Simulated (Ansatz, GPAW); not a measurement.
# Polarising C/Nb(110) with a field along the normal

The dipole of the cell at several fields, atoms fixed. What does the strongest field give, and what length does the slope stand for?

How it was computed: GPAW 26.7.0, plane waves (500 eV), PAW setups, PBE, 12×12 mesh, a dipole layer in the vacuum; geometry relaxed without an applied field with Ansatz 0.2.0. The cell's area is 7.70 Å², and e/ε0 = 180.95 V Å.

What came out, but for one run:

| field (V/Å) | dipole (e Å) |
| --- | --- |
| −0.2 | −0.1682 |
| −0.1 | −0.1204 |
| −0.05 | −0.0965 |
| 0.05 | −0.0486 |
| 0.1 | −0.0246 |
| 0.2 | 0.0234 |
| 0.3 | ? |

**Question.** What is the dipole at 0.3 V/Å?

**Working.** A line through the 6 points has the slope α = 0.479 e Å per V/Å and the intercept p₀ = −0.0725 e Å (r.m.s. residual 6.2e−05). At 0.3 V/Å it gives p = −0.0725 + 0.479 × 0.3 = 0.0712 e Å; the run gives 0.0716 e Å, so the response stays linear to 0.3 % of the induced part. Dividing by ε0 and the area: α/(ε0 A) = 0.479 × 180.95 / 7.70 = 11.26 Å, against 8.21 Å between the outer nuclei.

Caveats: This is the electronic response alone; ions that move would add to it in polar layers. No run was spin-polarised, so magnetic states weren't tested.
